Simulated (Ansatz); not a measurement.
# Si(111) with Cl on 75 % of the top atoms and H on the rest: bands and core levels, part 2 of 2

Wanted: the XPS lines and the band structure of Si(111) with Cl on 75 % of the top atoms and H on the rest.

Ansatz 0.2.0; DFT, PBE, plane-wave PAW, scalar-relativistic; PAW set soft_1 (the session's first sound run).

So far, gap on the k-mesh (eV): step 2 (relaxing the atoms) 1.07; step 3 (bands by layer) 1.07.

**4. Z+1 stand-in on atom 5**

System of this step: Si23PH5Cl3. The cell holds 32 atoms: 3 Cl, 5 H, 1 P and 23 Si. Its edges and angles: a = 7.679 Å, b = 7.679 Å, c = 24.594 Å, α = 90.0°, β = 90.0°, γ = 60.0°. It derives from Si. Regions: ad, 4 atoms (3 Cl and 1 H); L1, 4 atoms (1 P and 3 Si); L2, 4 atoms (4 Si); L3, 4 atoms (4 Si); mid, 4 atoms (4 Si); rest, 12 atoms (8 Si and 4 H). Vacuum lies along c.

An atom with a screened core hole acts much like the next element, so total energies with that element on different sites give core-level shifts.

Contents of input.yaml:

```yaml
crystal:
  lattice:
    - [7.6791796437, 0.0, 0.0]
    - [3.8395898218, 6.6503646517, 0.0]
    - [0.0, 0.0, 24.5937769138]
  atoms:
    - { symbol: Cl, position: [-5.47362e-05, -5.47362e-05, 0.7164241513] }
    - { symbol: Cl, position: [0.5001094724, -5.47362e-05, 0.7164241513] }
    - { symbol: Cl, position: [-5.47362e-05, 0.5001094724, 0.7164241513] }
    - { symbol: H, position: [0.5, 0.5, 0.6941804779] }
    - { symbol: P, position: [0.0002237622, 0.0002237622, 0.6317656364] }
    - { symbol: Si, position: [0.4995524756, 0.0002237622, 0.6317656364] }
    - { symbol: Si, position: [0.0002237622, 0.4995524756, 0.6317656364] }
    - { symbol: Si, position: [0.5, 0.5, 0.6333065402] }
[... 20 atom lines left out ...]
    - { symbol: H, position: [0.0, 0.0, 0.284624847] }
    - { symbol: H, position: [0.5, 0.0, 0.284624847] }
    - { symbol: H, position: [0.0, 0.5, 0.284624847] }
    - { symbol: H, position: [0.5, 0.5, 0.284624847] }
kpoints:
  mp_grid: { grid: [3, 3, 1] }
scf:
  occupations: { method: fermi_dirac, width: 0.02 }
  n_extra_bands: 25
hamiltonian:
  xc: pbe
  pseudopotentials: { kind: paw, azcp: { folder: soft_1 } }
output:
  forces: true
  write_potential: true
  volumetric_format: []
efield:
  axis: 3
  dipole_correction: true
```

Started as:

```
ansatz run input.yaml --threads 4 --pin off --max-ram 11264MiB --backend cpu --events-out ev --progress --plain --runs-dir out
```

The job ended after 38 s (4 threads of Intel Xeon at 2.70GHz, shared host; peak memory 2.3 GiB).

This run has no spin polarisation although its electron count is odd.

Numbers from this step:

```
free energy             : -18699.4712 eV
energy at zero smearing : -18699.4589 eV
smearing term TS        : 0.02475 eV
Fermi energy            : 0.8255 eV
symmetry operations     : 2
```

**5. Z+1 stand-in on atom 8**

System of this step: Si23PH5Cl3. The cell holds 32 atoms: 3 Cl, 5 H, 23 Si and 1 P. Cell: a = 7.679 Å, b = 7.679 Å, c = 24.594 Å, α = 90.0°, β = 90.0°, γ = 60.0°. It derives from Si. Regions: ad, 4 atoms (3 Cl and 1 H); L1, 4 atoms (3 Si and 1 P); L2, 4 atoms (4 Si); L3, 4 atoms (4 Si); mid, 4 atoms (4 Si); rest, 12 atoms (8 Si and 4 H). Vacuum lies along c.

The same swap on atom 8.

input.yaml, as its differences from that of step 4:

```diff
@@ -10,6 +10,6 @@
     - { symbol: H, position: [0.5, 0.5, 0.6941804779] }
-    - { symbol: P, position: [0.0002237622, 0.0002237622, 0.6317656364] }
+    - { symbol: Si, position: [0.0002237622, 0.0002237622, 0.6317656364] }
     - { symbol: Si, position: [0.4995524756, 0.0002237622, 0.6317656364] }
     - { symbol: Si, position: [0.0002237622, 0.4995524756, 0.6317656364] }
-    - { symbol: Si, position: [0.5, 0.5, 0.6333065402] }
+    - { symbol: P, position: [0.5, 0.5, 0.6333065402] }
     - { symbol: Si, position: [0.8316461481, 0.3341769259, 0.6005964053] }
```

Wall time 24 s (4 threads); peak memory 1.9 GiB; 88 s of CPU time.

Numbers from this step:

```
free energy             : -18700.1584 eV
energy at zero smearing : -18700.1463 eV
smearing term TS        : 0.02429 eV
Fermi energy            : 0.8414 eV
symmetry operations     : 6
```

**6. Z+1 stand-in on atom 9**

System of this step: Si23PH5Cl3. The cell holds 32 atoms: 3 Cl, 5 H, 23 Si and 1 P. Its edges and angles: a = 7.679 Å, b = 7.679 Å, c = 24.594 Å, α = 90.0°, β = 90.0°, γ = 60.0°. It derives from Si. Regions: ad, 4 atoms (3 Cl and 1 H); L1, 4 atoms (4 Si); L2, 4 atoms (1 P and 3 Si); L3, 4 atoms (4 Si); mid, 4 atoms (4 Si); rest, 12 atoms (8 Si and 4 H). Vacuum lies along c.

The same swap on atom 9.

input.yaml, as its differences from that of step 5:

```diff
@@ -13,4 +13,4 @@
     - { symbol: Si, position: [0.0002237622, 0.4995524756, 0.6317656364] }
-    - { symbol: P, position: [0.5, 0.5, 0.6333065402] }
-    - { symbol: Si, position: [0.8316461481, 0.3341769259, 0.6005964053] }
+    - { symbol: Si, position: [0.5, 0.5, 0.6333065402] }
+    - { symbol: P, position: [0.8316461481, 0.3341769259, 0.6005964053] }
     - { symbol: Si, position: [0.3341769259, 0.3341769259, 0.6005964053] }
```

Wall time 30 s (4 threads); peak memory 2.3 GiB; 1.7 min of CPU time.

This step gave:

* free energy: -18700.3282 eV
* energy at zero smearing: -18700.3170 eV
* smearing term TS: 0.02244 eV
* Fermi energy: 0.8633 eV
* symmetry operations: 2

**7. Z+1 stand-in on atom 17**

System of this step: Si23PH5Cl3. The cell holds 32 atoms: 3 Cl, 5 H, 23 Si and 1 P. Cell: a = 7.679 Å, b = 7.679 Å, c = 24.594 Å, α = 90.0°, β = 90.0°, γ = 60.0°. It derives from Si. Regions: ad, 4 atoms (3 Cl and 1 H); L1, 4 atoms (4 Si); L2, 4 atoms (4 Si); L3, 4 atoms (4 Si); mid, 4 atoms (1 P and 3 Si); rest, 12 atoms (8 Si and 4 H). Vacuum lies along c.

The same swap on atom 17.

input.yaml, as its differences from that of step 6:

```diff
@@ -14,3 +14,3 @@
     - { symbol: Si, position: [0.5, 0.5, 0.6333065402] }
-    - { symbol: P, position: [0.8316461481, 0.3341769259, 0.6005964053] }
+    - { symbol: Si, position: [0.8316461481, 0.3341769259, 0.6005964053] }
     - { symbol: Si, position: [0.3341769259, 0.3341769259, 0.6005964053] }
@@ -22,3 +22,3 @@
     - { symbol: Si, position: [0.3332886631, 0.8334226737, 0.5043894785] }
-    - { symbol: Si, position: [0.1666666667, 0.1666666667, 0.471906528] }
+    - { symbol: P, position: [0.1666666667, 0.1666666667, 0.471906528] }
     - { symbol: Si, position: [0.6665662438, 0.1668675124, 0.471809537] }
```

The job ended after 25 s (4 threads; peak memory 1.9 GiB; 92 s of CPU time).

This step gave:

| Item | Value |
| --- | --- |
| free energy | -18700.2759 eV |
| energy at zero smearing | -18700.2638 eV |
| smearing term TS | 0.02417 eV |
| Fermi energy | 0.7586 eV |
| symmetry operations | 6 |

**8. Shifts from the Z+1 runs**

An atom with a screened core hole acts like the next element, so the difference of two such total energies is the shift between the two sites; positive is more bound. Shifts count from the last listed atom of each element.

```csv
atom,region,replaced by,shell meant,free energy (eV),shift (eV)
Si5,layer 1,P,2p,-18699.471,+0.80
Si8,layer 1,P,2p,-18700.158,+0.12
Si9,layer 2,P,2p,-18700.328,-0.05
Si17,middle,P,2p,-18700.276,+0.00
```

The stand-in's nearest image is 7.7 Å away. The method gives no absolute levels and the same shift for every shell of an atom.

**9. Other settings**

This step: DFT, PBE, plane-wave PAW, scalar-relativistic; changed: scf.initial_density.chi_scale = 0.1, magnetization = {"spin_polarized": true}, scf.mixing.preconditioner = "kerker_dos" (Ansatz 0.2.0).

System of this step: Si24H5Cl3. The cell holds 32 atoms: 3 Cl, 5 H and 24 Si. Cell: a = 7.679 Å, b = 7.679 Å, c = 24.594 Å, α = 90.0°, β = 90.0°, γ = 60.0°. It derives from Si. How the cell was made: terminated face; group: Cl; share of top atoms: 0.75; rest: H; oxygen in back bonds: 0; lower face: H. Regions: ad, 4 atoms (3 Cl and 1 H); L1, 4 atoms (4 Si); L2, 4 atoms (4 Si); L3, 4 atoms (4 Si); mid, 4 atoms (4 Si); rest, 12 atoms (8 Si and 4 H). Vacuum lies along c.

Some settings are changed to see whether the read-outs move.

Contents of input.yaml:

```yaml
crystal:
  lattice:
    - [7.6791796437, 0.0, 0.0]
    - [3.8395898218, 6.6503646517, 0.0]
    - [0.0, 0.0, 24.5937769138]
  atoms:
    - { symbol: Cl, position: [-5.47362e-05, -5.47362e-05, 0.7164241513], spin: -4.0 }
    - { symbol: Cl, position: [0.5001094724, -5.47362e-05, 0.7164241513], spin: -1.0 }
    - { symbol: Cl, position: [-5.47362e-05, 0.5001094724, 0.7164241513], spin: 2.0 }
    - { symbol: H, position: [0.5, 0.5, 0.6941804779], spin: 2.0 }
    - { symbol: Si, position: [0.0002237622, 0.0002237622, 0.6317656364], spin: 2.0 }
    - { symbol: Si, position: [0.4995524756, 0.0002237622, 0.6317656364], spin: -2.0 }
    - { symbol: Si, position: [0.0002237622, 0.4995524756, 0.6317656364], spin: -2.0 }
    - { symbol: Si, position: [0.5, 0.5, 0.6333065402], spin: -0.5 }
[... 20 atom lines left out ...]
    - { symbol: H, position: [0.0, 0.0, 0.284624847], spin: -1.0 }
    - { symbol: H, position: [0.5, 0.0, 0.284624847], spin: -4.0 }
    - { symbol: H, position: [0.0, 0.5, 0.284624847], spin: 2.0 }
    - { symbol: H, position: [0.5, 0.5, 0.284624847], spin: 1.0 }
kpoints:
  mp_grid: { grid: [3, 3, 1] }
scf:
  occupations: { method: fermi_dirac, width: 0.02 }
  n_extra_bands: 36
  initial_density: { chi_scale: 0.1 }
  mixing: { preconditioner: kerker_dos }
hamiltonian:
  xc: pbe
  pseudopotentials: { kind: paw, azcp: { folder: soft_1 } }
output:
  forces: true
  write_potential: true
  volumetric_format: []
  dos:
    projected:
      site_lists:
        adsorbate: [0, 1, 2, 3]
        layer_1: [4, 5, 6, 7]
        layer_2: [8, 9, 10, 11]
        layer_3: [12, 13, 14, 15]
        middle: [16, 17, 18, 19]
        other_layers: [20, 21, 22, 23, 24, 25, 26, 27, 28, 29, 30, 31]
    de: 0.05
    e_range: [-30, 12]
    method: { smearing: { sigma: 0.12, scheme: gaussian } }
efield:
  axis: 3
  dipole_correction: true
magnetization:
  spin_polarized: true
```

It took 3.3 min on 4 threads; peak memory 3.1 GiB.

This step gave:

```yaml
free_energy: -18580.8242 eV
fermi_energy: 0.2657 eV
symmetry_operations: 1
```

The two runs compared:

```csv
quantity,this run,base run,difference
"ionisation potential, upper face (eV)",5.6579,5.6577,2.0e-4
upper vacuum level less the lowest empty level (Kohn–Sham affinity) (eV),4.5905,4.5904,1.0e-4
gap on the k-mesh (eV),1.0673,1.0673,1.3e-5
```

The ionisation potential, upper vacuum level less the lowest empty level (Kohn–Sham affinity) and gap on the k-mesh move by 0.00 eV at most against the base run, and the converged energy is the same to the last digits.

**10. Results**

| Quantity | Value |
| --- | --- |
| ionisation potential | 5.66 eV (upper face; lower face 4.63 eV) |
| electron affinity (Kohn–Sham) | 4.59 eV (slab's lowest empty level against the upper vacuum) |
| Si core shifts among the listed atoms, from the last listed one | -0.05 to +0.80 eV |

**Reading.** The valence top of Si(111) with Cl on 75 % of the top atoms and H on the rest lies 5.66 eV (upper face; lower face 4.63 eV) below the vacuum and the lowest empty level 4.59 eV below the vacuum of the upper face. Only the strongest levels a point were stored, too few to count surface states. The upper face's value lies 1.03 eV above that of the hydrogen-covered lower face; the difference is the dipole step of the groups. Core shifts by the Z+1 route: Si -0.05 to +0.80 eV. Among the sites run, the most bound Si 2p level is that of Si5 (layer 1), bonded to 3 Si and 1 Cl; the least bound, 0.86 eV shallower, that of Si9 (layer 2), bonded to 4 Si. That is the order that electronegative neighbours give as a rule, though screening of the hole enters too. With the next element in place the extra electron enters the lowest empty band of the cell, and its attraction to the stand-in enters the order. At 21.2 eV the valence spectrum has its highest listed peaks within 10.8 eV at 1.6 eV (Cl 3p), 2.2 eV (Cl 3p), 2.8 eV (Cl 3p), 3.4 eV (Cl 3p) and 4.4 eV (Cl 3p). At 1486.7 eV the valence spectrum has its highest listed peaks within 13 eV at 2.8 eV (Cl 3p), 3.4 eV (Cl 3p), 6.6 eV (Si 3s), 9.0 eV (Si 3s) and 9.6 eV (Si 3s), and the deeper Cl 3s line at 15.6 eV is higher still. The shell named is the one with most of the intensity, cross sections included, not always the one with most states there. In the main run, from 1486.7 eV towards hard X-rays the Si 3s share grows by 13 points, as its cross section falls more slowly with photon energy than those of the shells it gains on. The spectra rest on a 3×3×1 mesh, so closely spaced maxima can be ripples of the mesh. The slab's own atoms span 7.1 Å, so bulk bands appear as a few quantum-well levels, and states of the two faces can mix. The program warns of density or levels in the vacuum in some of these runs, so vacuum levels and energy differences can be a little off. The affinity uses the Kohn–Sham gap, which is too small, so the true affinity is lower and the true ionisation potential usually higher.

[Logs are printed without paths, hosts, clocks, repeated set-up lines and the standing remarks that a program may print on its own settings, such as how far it seeks lower states.]

[Hosts, paths, dates, database ids (printed as entryN), source tags and the programs' standing remarks are cut or masked in the printed files.]

[Maps of the electrostatic potential energy from Ansatz leave out the sawtooth potential of an applied field or a dipole correction, so their vacuum need not be flat; work functions include it.]
